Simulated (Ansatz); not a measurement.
## How LaB6 absorbs and reflects light

What colour and refractive index does LaB6 have at this level of theory?

Calculated with Ansatz 0.2.0; DFT, PBE, plane-wave PAW, default files, scalar-relativistic, independent-particle optical response without local fields.

## (1) The starting structure

The structure is cubic, space group Pm-3m (No. 221). The conventional cell has a = 4.157 Å, b = 4.157 Å, c = 4.157 Å, α = 90.00°, β = 90.00°, γ = 90.00°. La has 24 B at 3.05 Å nearest. B has 6 B at 1.64 to 2.51 Å and 4 La at 3.05 Å nearest. Farther neighbours are not listed.

## (2) Ground state and bands

First the ground state: is it a metal or has it a gap?

This step: DFT, PBE, plane-wave PAW, default files, scalar-relativistic, ground state (Ansatz 0.2.0).

input.yaml reads:

```yaml
crystal:
  lattice:
    - [4.157, 0.0, 0.0]
    - [0.0, 4.157, 0.0]
    - [0.0, 0.0, 4.157]
  atoms:
    - { symbol: La, position: [0.0, 0.0, 0.0] }
    - { symbol: B, position: [0.5, 0.5, 0.8025] }
    - { symbol: B, position: [0.5, 0.5, 0.1975] }
    - { symbol: B, position: [0.5, 0.8025, 0.5] }
    - { symbol: B, position: [0.8025, 0.5, 0.5] }
    - { symbol: B, position: [0.5, 0.1975, 0.5] }
    - { symbol: B, position: [0.1975, 0.5, 0.5] }
kpoints:
  mp_grid: { grid: [6, 6, 6] }
  band_path:
    path:
      - [[0.0, 0.0, 0.0], [0.0, 0.5, 0.0], [0.5, 0.5, 0.0], [0.0, 0.0, 0.0], [0.5, 0.5, 0.5], [0.0, 0.5, 0.0]]
      - [[0.5, 0.5, 0.0], [0.5, 0.5, 0.5]]
    npoints: 8
scf:
  occupations: { method: fermi_dirac, width: 0.05 }
  n_extra_bands: 11
hamiltonian:
  xc: pbe
  pseudopotentials: { kind: paw }
output:
  forces: true
  stress: true
  populations: true
  write_bands: true
```

Started as:

```sh
$ ansatz run input.yaml --threads 4 --pin off --max-ram 8192MiB --backend cpu --events-out ev --progress --plain --runs-dir out
```

Planned after this: spectrum. Settings of the main run: response mesh 8×8×8, line width 0.1 eV, carrier damping 0.05 eV, cutoff 420 eV, Fermi-Dirac occupations, smearing width 0.05 eV.

Q: Predict the Drude plasma energy, first axis.

At this level (PBE, independent particles) LaB6 is a metal with a Drude plasma energy of 5.3 eV; it reflects 29 % at 550 nm. Along x the bare Drude plasma energy is 5.3 eV; Re ε first rises through zero at 1.61 eV, far lower, because interband transitions screen the carriers. The strongest loss structure up to 14 eV has its centre of weight at 1.6 eV; a free-electron gas of the 25.8 electrons in the f-sum would put its plasmon at 22.3 eV.

- main peak of the optical conductivity above 1 eV, first axis: 6.32 eV
- Drude plasma energy, first axis: 5.30 eV
- centre of weight of the strongest loss peak in the window, first axis: 1.6 eV

A polished face would reflect 28 % of daylight and look grey (CIE x = 0.297, y = 0.320 under D65). In the base run ε includes the program's bounded estimate of what the bands above those summed add. The carriers' damping of 0.05 eV is typed, not computed; at 0.8 eV the carriers give 61 % of Im ε along the first axis; the rest comes from the sum over bands, which at low energy also holds close bands and the noise of the mesh. Spin-orbit coupling is left out although heavy atoms are present. The Fermi-Dirac width of 0.05 eV acts as an electron temperature of 580 K in the carriers' term.

[Logs are printed without paths, hosts, clocks, repeated set-up lines and the standing remarks that a program may print on its own settings, such as how far it seeks lower states.]

[Hosts, paths, dates, database ids (printed as entryN), source tags and the programs' standing remarks are cut or masked in the printed files.]
